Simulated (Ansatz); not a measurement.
# Cs2InAgCl6 (Fm-3m): the LDA gap against the k mesh of the density

Wanted: the cheapest k mesh of the density that holds the LDA gap of Cs2InAgCl6 (Fm-3m).

Program: Ansatz 0.2.0. Level of theory: DFT, LDA, plane waves, PAW. Values are calculated unless marked as measured.

### Step 1. Starting point

Symmetry: Fm-3m, No. 225, cubic system. Conventional cell: a = 10.469 Å, b = 10.469 Å, c = 10.469 Å, α = 90.00°, β = 90.00°, γ = 90.00°. Nearest to Cs lie 12 Cl at 3.70 Å. Nearest to In lie 6 Cl at 2.51 Å. Nearest to Ag lie 6 Cl at 2.72 Å. Nearest to Cl lie 1 In at 2.51 Å and 1 Ag at 2.72 Å and 4 Cs at 3.70 Å. Farther neighbours, and contacts between anions beyond the nearest, are not listed.

The cell and positions come from the Crystallography Open Database and are kept as given unless a step says otherwise. The default PAW set here is soft_2. Its files were made with PBE.

### Step 2. k mesh of the density: 2×2×2

Contents of input.yaml:

```yaml
crystal:
  lattice:
    - [0.0, 5.2345, 5.2345]
    - [5.2345, 0.0, 5.2345]
    - [5.2345, 5.2345, 0.0]
  atoms:
    - { symbol: Cs, position: [0.25, 0.25, 0.25] }
    - { symbol: Cs, position: [0.75, 0.75, 0.75] }
    - { symbol: In, position: [0.0, 0.0, 0.0] }
    - { symbol: Ag, position: [0.5, 0.5, 0.5] }
    - { symbol: Cl, position: [0.76021, 0.23979, 0.23979] }
    - { symbol: Cl, position: [0.23979, 0.76021, 0.23979] }
    - { symbol: Cl, position: [0.23979, 0.76021, 0.76021] }
    - { symbol: Cl, position: [0.76021, 0.23979, 0.76021] }
    - { symbol: Cl, position: [0.23979, 0.23979, 0.76021] }
    - { symbol: Cl, position: [0.76021, 0.76021, 0.23979] }
kpoints:
  mp_grid: { grid: [2, 2, 2] }
  band_path:
    path:
      - [0.0, 0.0, 0.0]
      - [0.5, 0.0, 0.5]
      - [0.625, 0.25, 0.625]
      - [0.375, 0.375, 0.75]
      - [0.5, 0.5, 0.5]
      - [0.5, 0.25, 0.75]
    npoints: 1
hamiltonian:
  xc: lda
scf:
  occupations: { method: fixed }
  n_extra_bands: 7
output:
  eigenvalues: true
  forces: true
  stress: true
```

Command:

```sh
ansatz run input.yaml --threads 3 --pin off --max-ram 92160MiB --backend cuda --events-out ev --progress --plain --runs-dir out --devices 1 --max-vram 13GiB
```

What it wrote:

```text
scf.n_extra_bands = 7 over 46 filled bands (N_el = 92.0): the run solves 53 bands
GPUs: using 1 of 1 available (devices: 1).
Engine: ansatz 0.2.0, x86_64-unknown-linux-gnu
Pseudopotentials: kind: paw
Pseudopotential: Cs, paw, valence charge 9, recommended cutoff 420 eV (normal), Cs.paw.azcp
Pseudopotential: In, paw, valence charge 13, recommended cutoff 420 eV (normal), In.paw.azcp
Pseudopotential: Ag, paw, valence charge 19, recommended cutoff 420 eV (normal), Ag.paw.azcp
Pseudopotential: Cl, paw, valence charge 7, recommended cutoff 420 eV (normal), Cl.paw.azcp
Functional definition: SPW92
  exchange = slater_x
  correlation = pw_c
device memory: the entry about to start is reckoned to put 5.5 GiB on a device that reports 46.7 GiB free (of which the cap on the GPU budget leaves the run 13.0 GiB)
GPU FFT provider: cuFFT
GPU libraries: cuBLAS 13.8.2, cuFFT 12.4.0, cuSOLVER 12.3.4
Crystal: 10 atoms, lattice volume = 286.850 Å³
Basis set: ecut = 420 eV, 5601 PW (Γ)
Bands: 53, of which v1, the nominal top of the filled ones, is band 46 counted from 1 (45 counted from 0)
Symmetry: 48 space group operations
Space group: Fm-3m (ITA 225), of the structure as read, at distance tolerance 6.6e-5 Å
k-points: 3 of 8
Non-local potential: Cs, projectors of the file, l = 0: 3, l = 1: 2, l = 2: 2, l = 3: 2
Non-local potential: In, projectors of the file, l = 0: 2, l = 1: 2, l = 2: 2, l = 3: 2
Non-local potential: Ag, projectors of the file, l = 0: 3, l = 1: 2, l = 2: 2, l = 3: 1
Non-local potential: Cl, projectors of the file, l = 0: 2, l = 1: 2, l = 2: 2
PAW form: soft (Blöchl's): semilocal exchange-correlation on the pseudo side does not see the compensation charge
PAW frozen core: Cs, regenerated for the run's functional, and the local potential with it (the file was generated under x = pbe(κ = 0.804, μ = 0.219515), c = pbe(β = 0.066725))
PAW frozen core: In, regenerated for the run's functional, and the local potential with it (the file was generated under x = pbe(κ = 0.804, μ = 0.219515), c = pbe(β = 0.066725))
PAW frozen core: Ag, regenerated for the run's functional, and the local potential with it (the file was generated under x = pbe(κ = 0.804, μ = 0.219515), c = pbe(β = 0.066725))
PAW frozen core: Cl, regenerated for the run's functional, and the local potential with it (the file was generated under x = pbe(κ = 0.804, μ = 0.219515), c = pbe(β = 0.066725))
PAW one-centre angular grid: Cs, 194 points (default); XC on 64 Gauss nodes
PAW one-centre angular grid: In, 590 points (default); XC on 64 Gauss nodes
PAW one-centre angular grid: Ag, 590 points (default); XC on 64 Gauss nodes
PAW one-centre angular grid: Cl, 110 points (default); XC on 64 Gauss nodes
Initial density: superposition of atomic densities (neutral atoms: chi_scale 0, normalization atom), corrected by the library's trained network
Initial wavefunctions: pseudopotential atomic-orbital guess
GPU buffer pool allocated for 125000 grid points (all kernels)
GPU transforms: local potential and band sums: pruned to the plane-wave sphere, on 50×50×50
Functional: x = slater, c = lda
SCF iter   1: F=—  HF=-30203.227663 eV  |F-HF|=—  |Δ(HF+E_count)|=         —  Δρ=6.96e-3  dr2=1.30e-1  ethr=1.77e-3  ⟨swp⟩=5.3  Hψ=533  notcnv=0  defer=11
preconditioner: auto → Resta (q_TF=auto, 2.257 Å⁻¹)  ε∞=3.8  [insulator: Δε(μ)=0.764 eV  Ē_g=12.060 eV  n_scr=58 (ndim 8)  ℏωp=20.1 eV  f_vac=0.035  ε∞_Penn≈3.8]
SCF iter   2: F=—  HF=-30203.191980 eV  |F-HF|=—  |Δ(HF+E_count)|=   3.57e-2  Δρ=3.17e-3  dr2=2.28e-2  ethr=1.41e-4  ⟨swp⟩=2.0  Hψ=287  notcnv=0  defer=15
SCF iter   3: F=—  HF=-30203.185620 eV  |F-HF|=—  |Δ(HF+E_count)|=   6.36e-3  Δρ=1.04e-3  dr2=2.53e-3  ethr=2.47e-5  ⟨swp⟩=2.3  Hψ=268  notcnv=0  defer=15
SCF iter   4: F=—  HF=-30203.185156 eV  |F-HF|=—  |Δ(HF+E_count)|=   4.64e-4  Δρ=2.80e-4  dr2=2.24e-4  ethr=2.75e-6  ⟨swp⟩=2.0  Hψ=295  notcnv=0  defer=15
SCF iter   5: F=—  HF=-30203.185160 eV  |F-HF|=—  |Δ(HF+E_count)|=   3.88e-6  Δρ=6.24e-5  dr2=1.41e-5  ethr=2.43e-7  ⟨swp⟩=2.3  Hψ=234  notcnv=0  defer=9
SCF iter   6: F=—  HF=-30203.185192 eV  |F-HF|=—  |Δ(HF+E_count)|=   3.16e-5  Δρ=1.58e-5  dr2=1.20e-6  ethr=1.54e-8  ⟨swp⟩=3.0  Hψ=303  notcnv=0  defer=6
SCF iter   7: F=—  HF=-30203.185192 eV  |F-HF|=—  |Δ(HF+E_count)|=   4.45e-8  Δρ=5.22e-6  dr2=1.36e-7  ethr=1.31e-9  ⟨swp⟩=2.0  Hψ=277  notcnv=0  defer=6
SCF iter   8: F=-30203.185192 eV  HF=-30203.185192 eV  |F-HF|=1.64e-9  |Δ(HF+E_count)|=   1.37e-8  Δρ=1.35e-6  dr2=7.07e-9  ethr=1.09e-10  ⟨swp⟩=15.7  Hψ=884  notcnv=0
SCF 1 converged in 8 iterations: F = -30203.185192 eV  dr2 = 7.07e-9
[...]
device memory: the entry about to start is reckoned to put 3.8 GiB on a device that reports 45.6 GiB free (of which the cap on the GPU budget leaves the run 13.0 GiB)
NSCF: frozen V_eff on 6 k-points
SCF converged after 8 iterations
Free energy (F): -30203.185192 eV
Harris-Foulkes:  -30203.185192 eV  (|F-HF|=1.64e-9)
Internal energy: -30203.185192 eV  (E = F + TS)
E sigma→0 (E₀):  -30203.185192 eV
Fermi energy:    3.881654 eV
--- Per-component energies (eV) ---
  E_band       = -694.908702
  E_kinetic    = 2023.401544
  E_local      = -7609.462164  (includes V_loc(G=0)·N_el)
  E_nonlocal   = 710.133212
  E_hartree    = 3128.816506
  E_xc         = -1374.261757
  E_vxc        = -1312.758931  (∫ρ·V_xc dr)
  E_paw        = -21350.761337  (= ΣΔE_a)
  E_vpaw       = -763.855450  (= ΣTr[D̂ρ^β])
  E_aug_tail   = 0.000893  (compensation charges beyond the density's cutoff)
  E_ewald      = -5733.745495
  E_core_change = 2.693407  (= ΣΔE_core)
  E_smearing   = -0.000000  (= −TS)
  E_closure    = -0.000000  (closes the sum)
  Σ components = -30203.185192   (vs F -30203.185192, Δ=0.00e0)
--- Forces (eV/Å), atoms counted from 1 ---
  atom   1  Cs     0.00000000     0.00000000    -0.00000000
  atom   2  Cs    -0.00000000    -0.00000000     0.00000000
  atom   3  In    -0.00000000     0.00000000     0.00000000
  atom   4  Ag     0.00000000     0.00000000    -0.00000000
  atom   5  Cl     0.24969200    -0.00000000     0.00000000
  atom   6  Cl     0.00000000     0.24969200    -0.00000000
  atom   7  Cl    -0.24969200     0.00000000     0.00000000
  atom   8  Cl    -0.00000000    -0.24969200     0.00000000
  atom   9  Cl     0.00000000    -0.00000000     0.24969200
  atom  10  Cl     0.00000000     0.00000000    -0.24969200
  max |Σ_I F_I| component: 3.01e-17 eV/Å
--- Stress (GPa, compression-positive) ---
       -2.014711      -0.000000      -0.000000
       -0.000000      -2.014711      -0.000000
        0.000000       0.000000      -2.014711
  P = ⅓ Tr σ = -2.0147 GPa (-20.147 kbar)
--- Band table (eV) ---
  k-point 0: bands = [... 42 lower, 2.9985, 2.9985, 3.8817, 3.8817, 4.7634, 8.7429, 8.8880, 8.8880, ... 3 higher]
  k-point 1: bands = [... 42 lower, 2.7888, 2.7888, 3.3152, 3.3152, 6.6723, 7.4939, 9.9815, 10.2059, ... 3 higher]
  k-point 2: bands = [... 42 lower, 2.9269, 2.9269, 2.9809, 3.8780, 7.3409, 9.3126, 10.1160, 10.1308, ... 3 higher]
```

The job ended after 5.3 s (1 × NVIDIA H100 80GB HBM3 (shared by 6 runs) with 3 threads of AMD EPYC 7R13 (Zen 3), shared host; peak memory 0.98 GiB; 4.2 s of CPU time).

The column dr2 measures how far the density is from self-consistency, as an energy; F and HF (Harris–Foulkes) agree once it is small.

Numbers from this step:

```
pressure             : -2.015 GPa
gap                  : 0.8817 eV
valence top at       : Γ
conduction bottom at : Γ
least direct gap     : 0.8817 eV
```

The gap is direct, at Γ.

### Step 3. k mesh of the density: 4×4×4 (the default)

input.yaml, the sections that differ from step 2:

```yaml
kpoints:
  mp_grid: { grid: [4, 4, 4] }
  band_path:
    path:
      - [[0.0, 0.0, 0.0], [0.5, 0.0, 0.5], [0.625, 0.25, 0.625]]
      - [[0.375, 0.375, 0.75], [0.0, 0.0, 0.0], [0.5, 0.5, 0.5], [0.5, 0.25, 0.75], [0.5, 0.0, 0.5]]
    npoints: 10
scf:
  occupations: { method: fermi_dirac, width: 0.02 }
  n_extra_bands: 7
output:
  eigenvalues: true
  forces: true
  stress: true
  write_density: true
  write_potential: true
  elf: true
  volumetric_format: npy
# crystal, hamiltonian: as in step 2
```

What it wrote:

```text
[...]
GPUs: using 1 of 1 available (devices: 1).
[...]
GPU FFT provider: cuFFT
GPU libraries: cuBLAS 13.8.2, cuFFT 12.4.0, cuSOLVER 12.3.4
Crystal: 10 atoms, lattice volume = 286.850 Å³
Basis set: ecut = 420 eV, 5601 PW (Γ)
Bands: 53, of which v1, the nominal top of the filled ones, is band 46 counted from 1 (45 counted from 0)
[... 1 set-up line as in the run before ...]
[...]
k-point 0: bands = [... 42 lower, 2.9844, 2.9844, 3.8661, 3.8661, 4.7671, 8.7395, 8.8878, 8.8878, ... 3 higher]
  k-point 1: bands = [... 42 lower, 2.8175, 2.8900, 3.5598, 3.5598, 5.5510, 8.4966, 9.2608, 9.5409, ... 3 higher]
  k-point 2: bands = [... 42 lower, 2.7753, 2.7753, 3.3005, 3.3005, 6.6739, 7.4933, 9.9782, 10.2033, ... 3 higher]
  k-point 7: bands = [... 42 lower, 2.8379, 2.9072, 2.9992, 3.4143, 7.4790, 8.3680, 10.4412, 10.4412, ... 3 higher]
[key lines of the parts left out:]
SCF converged after 8 iterations
Free energy (F): -30203.305526 eV
Fermi energy:    4.339571 eV
P = ⅓ Tr σ = -2.1675 GPa (-21.675 kbar)
```

It took 9.8 s on 1 × NVIDIA H100 80GB HBM3 (shared by 6 runs) with 3 threads; peak memory 1 GiB; 7.5 s of CPU time.

Numbers from this step:

* pressure: -2.168 GPa
* gap: 0.9010 eV
* valence top at: Γ
* conduction bottom at: Γ
* least direct gap: 0.9010 eV

The gap is 0.901 eV, +0.019 eV from the run before at this level.

### Step 4. k mesh of the density: 6×6×6

input.yaml, the sections that differ from step 3:

```yaml
kpoints:
  mp_grid: { grid: [6, 6, 6] }
  band_path:
    path:
      - [0.0, 0.0, 0.0]
      - [0.5, 0.0, 0.5]
      - [0.625, 0.25, 0.625]
      - [0.375, 0.375, 0.75]
      - [0.5, 0.5, 0.5]
      - [0.5, 0.25, 0.75]
    npoints: 1
scf:
  occupations: { method: fixed }
  n_extra_bands: 7
# crystal, hamiltonian, output: as in step 3
```

What it wrote:

```text
[...]
GPUs: using 1 of 1 available (devices: 1).
[...]
GPU FFT provider: cuFFT
GPU libraries: cuBLAS 13.8.2, cuFFT 12.4.0, cuSOLVER 12.3.4
Crystal: 10 atoms, lattice volume = 286.850 Å³
Basis set: ecut = 420 eV, 5601 PW (Γ)
Bands: 53, of which v1, the nominal top of the filled ones, is band 46 counted from 1 (45 counted from 0)
[... 1 set-up line as in the run before ...]
[...]
k-point 0: bands = [... 42 lower, 2.9842, 2.9842, 3.8658, 3.8658, 4.7672, 8.7395, 8.8879, 8.8879, ... 3 higher]
  k-point 1: bands = [... 42 lower, 2.8962, 2.9402, 3.7067, 3.7067, 5.1598, 8.7414, 8.9935, 9.2099, ... 3 higher]
  k-point 2: bands = [... 42 lower, 2.7820, 2.8286, 3.4241, 3.4241, 5.9930, 8.1337, 9.5629, 9.8234, ... 3 higher]
  k-point 15: bands = [... 42 lower, 2.8651, 2.8728, 2.9084, 3.5887, 7.4328, 8.5443, 10.3128, 10.3457, ... 3 higher]
[key lines of the parts left out:]
SCF converged after 8 iterations
Free energy (F): -30203.306126 eV
Fermi energy:    3.865801 eV
P = ⅓ Tr σ = -2.1679 GPa (-21.679 kbar)
```

Wall time 8.3 s (1 × NVIDIA H100 80GB HBM3 (shared by 6 runs) with 3 threads); peak memory 1 GiB; 10 s of CPU time.

Read from the output:

- pressure: -2.168 GPa
- gap: 0.9014 eV
- valence top at: Γ
- conduction bottom at: Γ
- least direct gap: 0.9014 eV

The gap is 0.901 eV, as in the run before at this level.

### Step 5. The series

Differences are against the last row; a negative gap means that bands overlap, and a run with a band path holds that path's time. Times are wall times on 1 × NVIDIA H100 80GB HBM3 (shared by 6 runs) with 3 threads of AMD EPYC 7R13 (Zen 3), shared host, good to a factor of about two.

```csv
k mesh of the density,gap (eV),direct gap (eV),gap error (eV),energy error (meV/atom),irreducible k,time
2×2×2,0.882,0.882,−0.020,+12.1,3,5.3 s
4×4×4,0.901,0.901,−0.0004,+0.1,8,9.8 s
6×6×6,0.901,0.901,+0.000,+0.0,16,8.3 s
```

### Step 6. What came out

| Item | Value |
| --- | --- |
| 2×2×2 | 0.882 eV |
| 4×4×4 | 0.901 eV |
| 6×6×6 | 0.901 eV |

The gap holds to 0.02 eV from 2×2×2 on, the cheapest setting tried. At 2×2×2 the gap is off by −0.020 eV and the energy by +12 meV/atom. The gap is read over the mesh and added points near the edges, so meshes differ mainly through the density and, for a hybrid, the exchange operator.

[Long decimals in the printed logs are rounded to 6 places.]

[Logs are printed without paths, hosts, clocks, repeated set-up lines and the standing remarks that a program may print on its own settings, such as how far it seeks lower states.]

[Paths, hosts, dates, memory and timing lines, banners, echoed tables and standing remarks are left out of the program output; an Ansatz launch command may be rebuilt from the run's recorded settings. Measured values are a selection of at most five: reports struck by readers or far from the other reports are left out. None is set beside runs whose start may be inverted or whose files or cutoffs have a known fault.]

[Runs of the session that timed out or met a known fault of the program may be left out.]

[Cells called generated may have been cut or substituted from an entry of the Crystallography Open Database or the Materials Project.]

[Hosts, paths, dates, database ids (printed as entryN), source tags and the programs' standing remarks are cut or masked in the printed files.]

[Where the starting crystal was built by hand or by swapping elements, it need not be the compound's stable phase.]
